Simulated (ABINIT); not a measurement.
# Quasiparticle gap of AlGaN2 (P3m1) in ABINIT

Wanted: ground state, empty states, screening and self-energy for AlGaN2 (P3m1).

Program: ABINIT 10.8.3. Level of theory: LDA and many-body steps on it, plane waves. Results are calculated unless marked as measured.

## 1. Set-up

The structure is trigonal, space group P3m1 (No. 156). Conventional cell: a = 3.145 Å, b = 3.145 Å, c = 5.097 Å, α = 90.00°, β = 90.00°, γ = 120.00°. Al has 4 N at 1.89 to 1.90 Å nearest. Ga has 4 N at 1.93 to 1.96 Å nearest. N has 3 Al at 1.90 Å and 1 Ga at 1.96 Å nearest. Nearest to N lie 1 Al at 1.89 Å and 3 Ga at 1.93 Å. Farther neighbours and most contacts between anions are not listed.

The cell and positions are those that the Materials Project relaxed with its own functionals (PBE, PBE+U or r2SCAN), kept fixed.

## 2. Ground state

This step: ABINIT 10.8.3; DFT, LDA, plane waves, norm-conserving pseudopotentials.

The ground-state density comes first.

The input, run.abi:

```
acell 3*1.0 Angstrom
rprim 
  3.145282644058 -0.000000000015 0.000000000000
  -1.572641322016 2.723894671844 0.000000000000
  0.000000000000 0.000000000000 5.096893730000
ntypat 3
znucl 13 31 7
natom 4
typat 1 2 3 3
xred 
  0.000000000000 0.000000000000 0.999263770000
  0.666666666667 0.333333333333 0.497174210000
  0.666666666667 0.333333333333 0.111803640000
  0.000000000000 0.000000000000 0.628158390000
pp_dirpath "pseudos"
pseudos "Al.upf, Ga.upf, N.upf"
ecut 36
ngkpt 6 6 4
nshiftk 1
shiftk 0 0 0
kptopt 1
chksymbreak 0
nband 19
occopt 1
tolvrs 1e-10
nstep 60
prtwf 0
optforces 0
optstress 0
indata_prefix "in"
outdata_prefix "out"
tmpdata_prefix "tmp"
```

Launch:

```
$ OMP_NUM_THREADS=1 mpirun -n 4 abinit run.abi > log
```

Numbers of over 12 decimals in the logs are rounded to 6 here.

The log of the run:

```text
.Version 10.8.3 of ABINIT. v10.8.2 released Aug 2026.

 Symmetries : space group P3 m 1 (#156); Bravais hP (primitive hexag.)
================================================================================
 Values of the parameters that define the memory need of the present run
     intxc =       0    ionmov =       0      iscf =       7    lmnmax =       6
     lnmax =       6     mgfft =      54  mpssoang =       3    mqgrid =    3001
     natom =       4  nloc_mem =       1    nspden =       1   nspinor =       1
    nsppol =       1      nsym =       6    n1xccc =    2501    ntypat =       3
    occopt =       1   xclevel =       1
-    mband =          19        mffmem =           1         mkmem =           6
       mpw =        3066          nfft =       69984          nkpt =          24
================================================================================
  Rough estimation (10% accuracy) of disk space for files :
================================================================================

--------------------------------------------------------------------------------
------------- Echo of variables that govern the present computation ------------
--------------------------------------------------------------------------------
 -outvars: echo values of preprocessed input variables --------
            acell      1.8897261259E+00  1.8897261259E+00  1.8897261259E+00 Bohr

      chksymbreak           0
             ecut      3.60000000E+01 Hartree
-          fftalg         312

              ixc       -1012
              kpt      0.00000000E+00  0.00000000E+00  0.00000000E+00
                       1.66666667E-01  0.00000000E+00  0.00000000E+00
                       3.33333333E-01  0.00000000E+00  0.00000000E+00
                       5.00000000E-01  0.00000000E+00  0.00000000E+00
                       1.66666667E-01  1.66666667E-01  0.00000000E+00
                       3.33333333E-01  1.66666667E-01  0.00000000E+00
                       3.33333333E-01  3.33333333E-01  0.00000000E+00
                       0.00000000E+00  0.00000000E+00  2.50000000E-01
                       1.66666667E-01  0.00000000E+00  2.50000000E-01
   [... 13 further rows ...]
                       3.33333333E-01  1.66666667E-01  5.00000000E-01
                       3.33333333E-01  3.33333333E-01  5.00000000E-01
         kptrlatt        6    0    0      0    6    0      0    0    4
          kptrlen      3.56623367E+01
P           mkmem           6
            natom           4
            nband          19
            ngfft          36      36      54
             nkpt          24
            nstep          60
             nsym           6
           ntypat           3
              occ      2.000000  2.000000  2.000000  2.000000  2.000000  2.000000
                       2.000000  2.000000  2.000000  2.000000  2.000000  2.000000
                       2.000000  0.000000  0.000000  0.000000  0.000000  0.000000
                       0.000000
        optforces           0
        optstress           0
            prtwf           0
            rprim      3.1452826441E+00 -1.5000000000E-11  0.0000000000E+00
[...]
spgroup         156

           tolvrs      1.00000000E-10

             xred      0.0000000000E+00  0.0000000000E+00  9.9926377000E-01
[...]
znucl       13.00000   31.00000    7.00000

================================================================================

 chkinp: Checking input parameters for consistency.

================================================================================
== DATASET  1 ==================================================================
-   mpi_nproc: 4, omp_nthreads: 1 (-1 if OMP is not activated)

--- !DatasetInfo
iteration_state: {dtset: 1, }
dimensions: {natom: 4, nkpt: 24, mband: 19, nsppol: 1, nspinor: 1, nspden: 1, mpw: 3066, }
cutoff_energies: {ecut:  36.0, pawecutdg:  -1.0, }
electrons: {nelect:   2.60000000E+01, charge:   0.00000000E+00, occopt:   1.00000000E+00, tsmear:   1.00000000E-02, }

 Real(R)+Recip(G) space primitive vectors, cartesian coordinates (Bohr,Bohr^-1):
 R(1)=  5.9437228  0.0000000  0.0000000  G(1)=  0.1682447  0.0971361  0.0000000
 R(2)= -2.9718614  5.1474149  0.0000000  G(2)=  0.0000000  0.1942723  0.0000000
 R(3)=  0.0000000  0.0000000  9.6317332  G(3)=  0.0000000  0.0000000  0.1038235
 Unit cell volume ucvol=  2.9468102E+02 bohr^3
 Angles (23,13,12)=  9.00000000E+01  9.00000000E+01  1.20000000E+02 degrees

 getcut: wavevector=  0.0000  0.0000  0.0000  ngfft=  36  36  54
         ecut(hartree)=     36.000   => boxcut(ratio)=   2.07574

--- Pseudopotential description ------------------------------------------------
- Al Generated using ONCVPSP code by D. R. Hamann
- 13.00000   3.00000  180309                  znucl, zion, pspdat
12 -1012 2 -1 1854                            pspcod,pspxc,lmax,lloc,mmax
     nproj     2     2     2
  pspatm : epsatm=    0.57439143
         --- l  ekb(1:nproj) -->
[...]
pspatm: atomic psp has been read  and splines computed

- Ga Generated using ONCVPSP code by D. R. Hamann
- 31.00000  13.00000  180309                  znucl, zion, pspdat
12 -1012 2 -1 1858                            pspcod,pspxc,lmax,lloc,mmax
     nproj     2     2     2
  pspatm : epsatm=   24.58383104
         --- l  ekb(1:nproj) -->
[...]
pspatm: atomic psp has been read  and splines computed

- N Generated using ONCVPSP code by D. R. Hamann
-  7.00000   5.00000  180309                  znucl, zion, pspdat
12 -1012 1 -1 1058                            pspcod,pspxc,lmax,lloc,mmax
     nproj     2     2     0
  pspatm : epsatm=    5.30777321
         --- l  ekb(1:nproj) -->
[...]
pspatm: atomic psp has been read  and splines computed

   9.30117991E+02                                ecore*ucvol(ha*bohr**3)
--------------------------------------------------------------------------------

_setup2: Arith. and geom. avg. npw (full set) are    3041.521    3041.501

================================================================================

--- !BeginCycle
iteration_state: {dtset: 1, }
solver: {iscf: 7, nstep: 60, nline: 4, wfoptalg: 0, }
tolerances: {tolvrs: 1.00E-10, }

     iter   Etot(hartree)      deltaE(h)  residm     vres2
 ETOT  1  -98.321574550965    -9.832E+01 5.670E-01 1.997E+03
 ETOT  2  -99.191325458548    -8.698E-01 6.864E-02 1.807E+03
 ETOT  3  -99.611248018593    -4.199E-01 1.969E-02 3.525E+01
 ETOT  4  -99.614729932976    -3.482E-03 2.802E-02 1.032E+01
 ETOT  5  -99.615628148352    -8.982E-04 5.236E-03 1.037E+00
 ETOT  6  -99.615759516528    -1.314E-04 3.251E-03 1.091E-01
 ETOT  7  -99.615768562745    -9.046E-06 5.129E-04 4.672E-02
 ETOT  8  -99.615771301844    -2.739E-06 5.459E-04 3.574E-03
 ETOT  9  -99.615771604579    -3.027E-07 1.797E-04 1.488E-04
 ETOT 10  -99.615771617104    -1.253E-08 1.997E-04 1.566E-06
 ETOT 11  -99.615771617233    -1.285E-10 5.599E-05 4.408E-08
 ETOT 12  -99.615771617241    -8.214E-12 6.712E-05 4.347E-10
 ETOT 13  -99.615771617239     2.103E-12 1.732E-05 2.276E-11

 At SCF step   13       vres2   =  2.28E-11 < tolvrs=  1.00E-10 =>converged.

--- !ResultsGS
iteration_state: {dtset: 1, }
comment   : Summary of ground state results
lattice_vectors:
- [  5.9437228,  -0.0000000,   0.0000000, ]
- [ -2.9718614,   5.1474149,   0.0000000, ]
- [  0.0000000,   0.0000000,   9.6317332, ]
lattice_lengths: [   5.94372,    5.94372,    9.63173, ]
lattice_angles: [ 90.000,  90.000, 120.000, ] # degrees, (23, 13, 12)
lattice_volume:   2.9468102E+02
convergence: {deltae:  2.103E-12, res2:  2.276E-11, residm:  1.732E-05, diffor:  0.000E+00, }
etotal    :  -9.96157716E+01
entropy   :   0.00000000E+00
fermie    :   1.97749392E-01
cartesian_stress_tensor: null
pressure_GPa: null
xred      :
- [  0.0000E+00,   0.0000E+00,   9.9926E-01, Al]
- [  6.6667E-01,   3.3333E-01,   4.9717E-01, Ga]
- [  6.6667E-01,   3.3333E-01,   1.1180E-01,  N]
- [  0.0000E+00,   0.0000E+00,   6.2816E-01,  N]
cartesian_forces: null
force_length_stats: {min: null, max: null, mean: null, }

 Integrated electronic density in atomic spheres:
 ------------------------------------------------
 Atom  Sphere_radius  Integrated_density
[...]
================================================================================

 ----iterations are completed or convergence reached----

 Mean square residual over all n,k,spin=   87.956E-09; max=  17.319E-06
 reduced coordinates (array xred) for    4 atoms
       0.000000000000      0.000000000000      0.999263770000
       0.666666666667      0.333333333333      0.497174210000
       0.666666666667      0.333333333333      0.111803640000
       0.000000000000      0.000000000000      0.628158390000
 rms dE/dt=  0.0000E+00; max dE/dt=  0.0000E+00; dE/dt below (all hartree)
    1       0.000000000000      0.000000000000      0.000000000000
    2       0.000000000000      0.000000000000      0.000000000000
    3       0.000000000000      0.000000000000      0.000000000000
    4       0.000000000000      0.000000000000      0.000000000000

 cartesian coordinates (angstrom) at end:
    1      0.000000     0.000000     5.093141
    2      1.572641     0.907965     2.534044
    3      1.572641     0.907965     0.569851
    4      0.000000     0.000000     3.201657
 length scales=  1.889726125908  1.889726125908  1.889726125908 bohr
              =  1.000000000000  1.000000000000  1.000000000000 angstroms
 prteigrs : about to open file out_EIG
 Fermi (or HOMO) energy (hartree) =   0.19775   Average Vxc (hartree)=  -0.42719
 Eigenvalues (hartree) for nkpt=  24  k points:
 kpt#   1, nband= 19, wtk=  0.00694, kpt=  0.0000  0.0000  0.0000 (reduced coord)
  -0.37211   -0.32898   -0.29329   -0.29329   -0.28342   -0.28342   -0.24748   -0.04649
   0.15754    0.15754    0.19356    0.19775    0.19775    0.30510    0.39925    0.54992
   0.58010    0.58010    0.62871
 prteigrs : prtvol=0 or 1, do not print more k-points.

--- !EnergyTerms
iteration_state     : {dtset: 1, }
comment             : Components of total free energy in Hartree
kinetic             :  7.81519700605981E+01
hartree             :  3.13544589930348E+01
xc                  : -2.79130213179606E+01
Ewald energy        : -6.20261153337129E+01
psp_core            :  3.15635523613426E+00
local_psp           : -8.22883533729017E+01
non_local_psp       : -4.00510658824308E+01
total_energy        : -9.96157716172388E+01
total_energy_eV     : -2.71068323766812E+03
band_energy         : -2.97128092137857E+00

== END DATASET(S) ==============================================================
================================================================================

 -outvars: echo values of variables after computation  --------
           etotal     -9.9615771617E+01
            nband          19
             nkpt          24
          spgroup         156
 [... the other variables as echoed above ...]

 Calculation completed.
```

The job ended after 15 s (4 MPI ranks of Arm Neoverse V2, shared host; peak memory 0.33 GiB; 60 s of CPU time).

Numbers from this step:

| Quantity | Value |
| --- | --- |
| total energy | -2710.6832 eV |
| gap | 2.921 eV |
| k of the valence top | 0, 0, 0 |
| k of the conduction bottom | 0, 0, 0 |
| least direct gap | 2.921 eV |

The gap is direct, at Γ.

[end of part 1 of 3]

[Paths, hosts, dates, memory and timing lines, banners, echoed tables and standing remarks are left out of the program output.]

[Logs are printed without paths, hosts, clocks, repeated set-up lines and the standing remarks that a program may print on its own settings, such as how far it seeks lower states.]

[Runs of the session that timed out or met a known fault of the program may be left out.]

[Hosts, paths, dates, database ids (printed as entryN), source tags and the programs' standing remarks are cut or masked in the printed files.]

[G0W0 gaps are taken among the corrected bands and points alone; a level outside them can change the order at an edge.]

[Where Ansatz stands beside ABINIT at settings called matched, ABINIT's density can come from a denser mesh and the files from another edition; pairs whose starting gaps differed by over 0.03 eV were left out, so agreement reads better than it is.]
